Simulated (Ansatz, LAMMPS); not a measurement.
# Structural relaxation of glassy 74SiO2-15ZnO-11Na2O (mol %) (77 atoms)

Aim: bring glassy 74SiO2-15ZnO-11Na2O (mol %) (77 atoms) to a nearby minimum of the energy and see what moves.

Main program and level: Ansatz 0.2.0; Kohn-Sham DFT, PBE, PAW (set soft_2), plane waves.

### Step 1. The starting structure

The cell holds 77 atoms: 20 Si, 4 Zn, 6 Na and 47 O. Cell: a = 10.161 Å, b = 10.161 Å, c = 10.161 Å, α = 90.0°, β = 90.0°, γ = 90.0°. 77 atoms (20 Si, 4 Zn, 6 Na, 47 O) placed at random at 2.58 g/cm³, melted at 4000 K for 10 ps at fixed volume with the Morse and Coulomb pair potential with partial charges (Pedone, Malavasi, Menziani, Cormack and Segre, J. Phys. Chem. B 110, 11780 (2006)). Quenched from 4000 K to 300 K at 50 K/ps and fixed volume, held 10 ps at zero pressure, then minimised at fixed cell.

What the set-up can't give: The quench rate of 50 K/ps is orders of magnitude faster than experiment, which tends to freeze in extra defects. The starting topology of bonds comes from the classical model. Only the Γ point is sampled, in a cell whose shortest periodic width is 10 Å.

### Step 2. Single point at the start

The forces at the start show how far the geometry lies from a minimum of this functional.

input.yaml

```yaml
crystal:
  lattice:
    - [10.16074, 0.0, 0.0]
    - [0.0, 10.16074, 0.0]
    - [0.0, 0.0, 10.16074]
  atoms:
    - { symbol: Si, position: [0.81672, 0.2917, 0.12356] }
    - { symbol: Si, position: [0.80312, 0.99894, 0.42012] }
    - { symbol: Si, position: [0.00701, 0.20473, 0.70402] }
    - { symbol: Si, position: [0.36367, 0.54958, 0.12504] }
    [... 67 atom lines left out ...]
    - { symbol: O, position: [0.73133, 0.65024, 0.39527] }
    - { symbol: O, position: [0.43743, 0.66946, 0.21081] }
    - { symbol: O, position: [0.62328, 0.34319, 0.85024] }
    - { symbol: O, position: [0.77266, 0.88897, 0.30182] }
    - { symbol: O, position: [0.31324, 0.89474, 0.17537] }
    - { symbol: O, position: [0.458, 0.2033, 0.31668] }
kpoints:
  mp_grid: { grid: [1, 1, 1] }
hamiltonian:
  xc: pbe
scf:
  occupations: { method: gaussian, width: 0.025 }
output:
  forces: true
  stress: true
  populations: intrinsic
  dos:
    method: { smearing: { sigma: 0.08 } }
    de: 0.1
    projected: { site_lists: { Na: [Na], O: [O], Si: [Si], Zn: [Zn] } }
  eigenvalues: true
```

Started as:

```bash
$ ansatz run input.yaml --threads 4 --pin off --max-ram 8192MiB --backend cpu --events-out ev --progress --plain --runs-dir out
```

Run time: 13 s. Hardware: 4 threads of Arm Neoverse V1, shared host; peak memory 1.3 GiB.

Numbers from this run:

```
free energy                                      : -61648.8304 eV
free energy per atom                             : -800.6342 eV/atom
SCF cycles                                       : 9
pressure                                         : 5.093 GPa
r.m.s. force component                           : 0.797 eV/Å
longest force                                    : 2.727 eV/Å
Fermi energy                                     : 5.083 eV
gap (highest filled to lowest empty level) : 3 eV
```

The r.m.s. force component of 0.80 eV/Å and the pressure of 5.1 GPa set the starting point.

Length of the force by element:

```tsv
element	coordination	atoms	mean length of the force (eV/Å)	spread	least	most
Na	all	6	0.586	0.298	0.253	1.12
O	all	47	1.27	0.589	0.268	2.73
Si	all	20	1.45	0.542	0.492	2.56
Zn	all	4	0.962	0.319	0.627	1.49
```

### Step 3. Relaxation

With the cell held, the atoms are moved downhill towards a nearby minimum.

input.yaml, the sections that differ from step 2:

```yaml
output:
  forces: true
relax:
  f_tol: 0.03
  max_steps: 200
# crystal, kpoints, hamiltonian, scf: as in step 2
```

Run time: 91 s. Hardware: 4 threads; peak memory 1.3 GiB.

The steps of the relaxation:

```tsv
step	energy less that of the first step (eV)	largest force component (eV/Å)
1	0.0000	2.4995
2	-1.5261	1.4773
3	-2.9574	0.4603
4	-3.1733	0.2922
5	-3.3021	0.2098
6	-3.3650	0.1979
7	-3.3899	0.1413
8	-3.1939	1.1376
9	-3.4172	0.0658
10	-3.4219	0.0877
11	-3.4246	0.0478
12	-3.4261	0.0287
```

Relaxation step 8 was tried and not accepted.

The atoms that moved most (Å):

```tsv
atom	dx	dy	dz	length
Na29	-0.202	-0.514	-0.562	0.788
Na30	-0.427	-0.086	0.478	0.647
Zn22	0.128	-0.352	-0.394	0.544
Na27	0.177	-0.429	-0.030	0.466
Zn24	0.254	-0.145	0.252	0.386
Na25	-0.180	-0.232	-0.130	0.321
O70	-0.167	-0.255	-0.034	0.306
O50	0.014	0.275	0.033	0.278
```

The relaxation changed the energy by -44.5 meV/atom, and atoms moved by 0.21 Å r.m.s., 0.79 Å at most.

### Step 4. Structure statistics after relaxation

Bonds before and after, by the cutoffs listed below:

```tsv
pair	bonds before	bonds after	mean before (Å)	mean after (Å)	spread before (Å)	spread after (Å)
O-Si	80	80	1.615	1.636	0.038	0.031
O-Na	31	32	2.547	2.475	0.209	0.180
O-Zn	14	14	1.956	1.949	0.052	0.098
```

Density 2.71 g/cm³, 13.62 Å³ an atom.

g(r), total and by pair (bins of 0.2 Å):

```tsv
r (Å)	total	O-O	O-Si	O-Na	O-Zn	Si-Si	Si-Na
1.50	0.85	0.00	2.69	0.00	0.00	0.00	0.00
1.70	3.39	0.00	10.70	0.00	0.00	0.00	0.00
1.90	0.39	0.00	0.00	0.00	6.22	0.00	0.00
2.10	0.16	0.00	0.00	0.31	2.00	0.00	0.00
2.30	0.31	0.00	0.00	3.30	0.00	0.00	0.00
2.50	0.68	1.09	0.00	2.67	0.34	0.00	0.00
2.70	2.11	5.20	0.00	1.22	0.00	0.00	0.45
2.90	0.51	0.55	0.05	0.53	0.00	1.45	1.61
3.10	1.05	0.87	0.32	0.47	0.93	4.72	1.46
3.30	0.74	0.74	0.45	0.41	0.20	1.20	2.56
3.50	0.76	0.68	0.87	1.19	0.89	0.00	1.12
3.70	1.05	0.58	1.56	0.88	1.62	0.00	2.05
3.90	0.93	0.44	1.71	0.58	1.17	0.40	0.90
4.10	1.33	0.88	2.09	1.40	1.46	0.86	0.61
4.30	1.23	0.98	1.77	0.88	1.55	0.68	0.56
4.50	0.95	0.88	0.72	1.39	1.66	1.42	0.35
4.70	0.94	1.13	0.64	1.06	0.70	1.51	0.63
4.90	1.06	1.40	0.78	1.16	0.37	1.29	0.73
```

Bonds by pair of elements; cutoffs follow the first minimum of g(r), held within bounds set by covalent radii, and pairs that aren't listed don't count as bonded:

```tsv
pair A-B	cutoff (Å)	bonds	mean length (Å)	spread (Å)	shortest (Å)	B about A	A about B
O-Si	2.08	80	1.64	0.031	1.58	1.70	4
O-Na	2.93	32	2.48	0.18	2.19	0.681	5.33
O-Zn	2.38	14	1.95	0.098	1.86	0.298	3.5
```

How many atoms have how many bonded neighbours:

```tsv
element	mean	2	3	4	5	6	7
Na	5.33	0	0	2	1	2	1
O	2.68	25	13	8	1	0	0
Si	4	0	0	20	0	0	0
Zn	3.5	0	2	2	0	0	0
```

Bond angles, per cent of each kind in bins of 5°:

```tsv
angle (°)	O-Si-O	O-Na-O	Na-O-Si	Si-O-Si	O-Zn-O
55–60	0.0	5.5	0.0	0.0	0.0
60–65	0.0	8.2	0.0	0.0	0.0
65–70	0.0	8.2	0.0	0.0	0.0
70–75	0.0	2.7	0.0	0.0	0.0
75–80	0.0	2.7	4.4	0.0	0.0
80–85	0.0	5.5	2.2	0.0	0.0
85–90	0.0	5.5	11.1	0.0	11.1
90–95	0.0	8.2	17.8	0.0	5.6
95–100	1.7	5.5	13.3	0.0	11.1
100–105	17.5	5.5	4.4	0.0	16.7
105–110	39.2	6.9	8.9	0.0	5.6
110–115	30.8	4.1	2.2	0.0	11.1
115–120	7.5	4.1	6.7	0.0	11.1
120–125	3.3	5.5	4.4	5.9	11.1
125–130	0.0	2.7	8.9	11.8	0.0
130–135	0.0	1.4	4.4	14.7	0.0
135–140	0.0	4.1	2.2	2.9	11.1
140–145	0.0	2.7	4.4	17.6	0.0
145–150	0.0	1.4	2.2	5.9	5.6
150–155	0.0	4.1	0.0	11.8	0.0
155–160	0.0	1.4	2.2	11.8	0.0
160–165	0.0	1.4	0.0	5.9	0.0
165–170	0.0	2.7	0.0	5.9	0.0
170–175	0.0	0.0	0.0	5.9	0.0
```

Bond angles (no mean is given where the spread exceeds 20°):

```tsv
angle	count	mean (°)	spread (°)
O-Si-O	120	109	4.7
O-Na-O	73	-	-
Na-O-Si	45	107	19.8
Si-O-Si	34	145	14.3
O-Zn-O	18	112	16.9
```

Oxygen atoms by the number of network formers (Si, P, Ge, B, Al, As, Ga) bound to them:

```tsv
network formers bound to O	O atoms	per cent
0	1	2.1
1	12	25.5
2	34	72.3
```

Network units: each former by its oxygen neighbours and how many of them bridge to another former:

```tsv
former	O neighbours	bridging O	atoms
Si	4	2	2
Si	4	3	8
Si	4	4	10
```

Bond length by coordination (bonds to H left out):

```tsv
element	coordination	atoms	mean bond length (Å)
Na	4	2	2.39
Na	5	1	2.41
Na	6	2	2.52
Na	7	1	2.55
O	2	25	1.65
O	3	13	1.94
O	4	8	2.13
O	5	1	2.19
Zn	3	2	1.90
Zn	4	2	1.99
```

Rings of the network by King's shortest-path rule, up to 12 atoms, one path for each pair of neighbours; H, halogens, alkali and alkaline-earth atoms are left out, and the last column divides by all other atoms, bonded or not:

```tsv
ring size (atoms)	rings	per network atom
4	1	0.014
8	6	0.085
10	8	0.113
12	12	0.169
```

For some of the pairs, g(r) has its first main peak near 2.7 Å (O-O), 1.6 Å (O-Si), 2.4 Å (O-Na), 1.9 Å (O-Zn) and 3.1 Å (Si-Si). Counting bonds as in the table, 33 % of Na atoms have 4 and as many 6, 53 % of O atoms have 2, all Si atoms have 4 and 50 % of Zn atoms have 3 and as many 4 bonded neighbours. The O-Si-O angle averages 109° with a spread of 5°. Counting bonds to Si alone, not to Zn, 72 % of the oxygens join two of these atoms and 26 % one; 2 % join none. The commonest Si unit has 4 oxygens, 4 of them shared with other formers (10 of 20 atoms). Rings of 12 atoms are the most common (44 % of those counted); sizes run from 4 to 12, where the search stops.

### Step 5. Single point at the relaxed geometry

One more single point at the end of the walk gives the fuller output and checks the residual forces.

input.yaml

```yaml
crystal:
  lattice:
    - [10.16074, 0.0, 0.0]
    - [0.0, 10.16074, 0.0]
    - [0.0, 0.0, 10.16074]
  atoms:
    - { symbol: Si, position: [0.81405, 0.30354, 0.12335] }
    - { symbol: Si, position: [0.8079, 0.99198, 0.41688] }
    - { symbol: Si, position: [0.00425, 0.20859, 0.71199] }
    - { symbol: Si, position: [0.36133, 0.55891, 0.11801] }
    [... 67 atom lines left out ...]
    - { symbol: O, position: [0.72507, 0.64388, 0.39401] }
    - { symbol: O, position: [0.44034, 0.67785, 0.20401] }
    - { symbol: O, position: [0.62263, 0.35369, 0.84788] }
    - { symbol: O, position: [0.77557, 0.88344, 0.29616] }
    - { symbol: O, position: [0.30508, 0.90138, 0.17583] }
    - { symbol: O, position: [0.45969, 0.18061, 0.30773] }
kpoints:
  mp_grid: { grid: [1, 1, 1] }
hamiltonian:
  xc: pbe
scf:
  occupations: { method: gaussian, width: 0.025 }
output:
  forces: true
  stress: true
  populations: intrinsic
  dos:
    method: { smearing: { sigma: 0.15 } }
    de: 0.1
    projected: { site_lists: { Na: [Na], O: [O], Si: [Si], Zn: [Zn] } }
  eigenvalues: true
  write_density: true
  write_potential: true
  volumetric_format: npy
```

Wall time 15 s (4 threads); peak memory 1.3 GiB.

Numbers from this run:

* free energy: -61652.2565 eV
* free energy per atom: -800.6787 eV/atom
* SCF cycles: 10
* pressure: 1.128 GPa
* r.m.s. force component: 0.00763 eV/Å
* longest force: 0.0329 eV/Å
* Fermi energy: 5.149 eV
* gap (highest filled to lowest empty level): 3.436 eV

Intrinsic-atomic-orbital charges by element and coordination:

```tsv
element	coordination	atoms	mean charge (e)	spread	least	most
Na	all	6	0.795	0.0146	0.782	0.827
Na	4	2	0.791	0.003	0.788	0.794
Na	5	1	0.792	0	0.792	0.792
Na	6	2	0.805	0.0223	0.782	0.827
Na	7	1	0.789	0	0.789	0.789
O	all	47	-0.954	0.103	-1.39	-0.868
O	2	25	-0.914	0.0644	-1.07	-0.868
O	3	13	-0.953	0.0796	-1.11	-0.898
O	4	8	-1.03	0.0746	-1.10	-0.917
O	5	1	-1.39	0	-1.39	-1.39
Si	all	20	1.71	0.0445	1.61	1.78
Zn	all	4	1.46	0.0158	1.44	1.48
Zn	3	2	1.45	0.0121	1.44	1.46
Zn	4	2	1.47	0.0087	1.47	1.48
```

Density of states as counts of states in windows of 1 eV (from the Fermi level), total and the larger projections:

```tsv
from (eV)	to (eV)	total	O p	Si p	Zn d
-18	-17	2.7	0.0	0.1	0.1
-17	-13	0.0	0.0	0.0	0.0
-13	-12	1.1	0.7	0.0	0.0
-12	-11	7.3	4.8	0.3	0.0
-11	-10	11.6	7.9	0.9	0.0
-10	-9	13.5	9.5	1.6	0.1
-9	-8	23.6	17.7	4.5	0.3
-8	-7	26.4	16.4	3.1	5.7
-7	-6	42.3	19.3	2.1	18.9
-6	-5	55.1	40.5	2.8	8.3
-5	-4	55.5	48.7	1.7	2.6
-4	-3	45.7	42.0	0.8	1.4
-3	-2	32.7	29.5	0.6	1.5
-2	-1	7.1	6.2	0.1	0.6
-1	1	0.0	0.0	0.0	0.0
1	2	2.0	0.1	0.0	0.0
2	3	1.6	0.3	0.1	0.0
3	4	8.8	1.0	1.1	0.0
4	5	11.7	1.2	2.7	0.0
```

Between -26 and -18 eV lie 127 more states.

The levels nearest the highest filled one (over half full), pooled over k-points and spins:

```tsv
level less the highest filled one (eV)	occupation
-0.366	2
-0.327	2
-0.272	2
-0.217	2
-0.108	2
0	2
3.44	0
4.65	0
5.15	0
5.36	0
5.45	0
5.53	0
```

Mean intrinsic-atomic-orbital charges: Na +0.80, O -0.95, Si +1.71, Zn +1.46 e.

### Step 6. Outcome

```
energy change in the relaxation                  : -44.49 meV/atom
r.m.s. displacement                              : 0.211 Å
largest displacement                             : 0.788 Å
free energy per atom                             : -800.6787 eV/atom
pressure                                         : 1.128 GPa
r.m.s. force component                           : 0.00763 eV/Å
gap (highest filled to lowest empty level) : 3.436 eV
wall time of the 3 DFT runs                      : 2 min
```

Relaxation lowers the energy by 44.5 meV/atom and moves atoms by 0.21 Å r.m.s.; the r.m.s. force component goes from 0.80 to 0.0076 eV/Å, the pressure goes from 5.1 to 1.1 GPa, and the gap from 3.00 to 3.44 eV. By the final cutoffs 2 of 125 bonded pairs parted and 3 joined. First to last step the energy falls by 3.426 eV; the largest move, 0.79 Å, is that of Na29. The O-Na bonds change most in mean length: from 2.547 Å (spread 0.209) to 2.475 Å (spread 0.180), and their number from 31 to 32. Counting bonds as in the table, 33 % of Na atoms have 4 and as many 6, 53 % of O atoms have 2, all Si atoms have 4 and 50 % of Zn atoms have 3 and as many 4 bonded neighbours. Counting bonds to Si alone, not to Zn, 72 % of the oxygens join two of these atoms and 26 % one; 2 % join none. The highest filled and lowest empty levels differ by 3.44 eV (at Γ alone); a semilocal functional tends to put such gaps too low. In a disordered cell it changes from sample to sample, and tail or defect levels can set it.

Caveats: The starting topology of bonds comes from the classical model; in DFT 2 of its 125 bonded pairs passed out of the cutoffs and 3 came within them.

[Logs are printed without paths, hosts, clocks, repeated set-up lines and the standing remarks that a program may print on its own settings, such as how far it seeks lower states.]

[Hosts, paths, dates, database ids (printed as entryN), source tags and the programs' standing remarks are cut or masked in the printed files.]
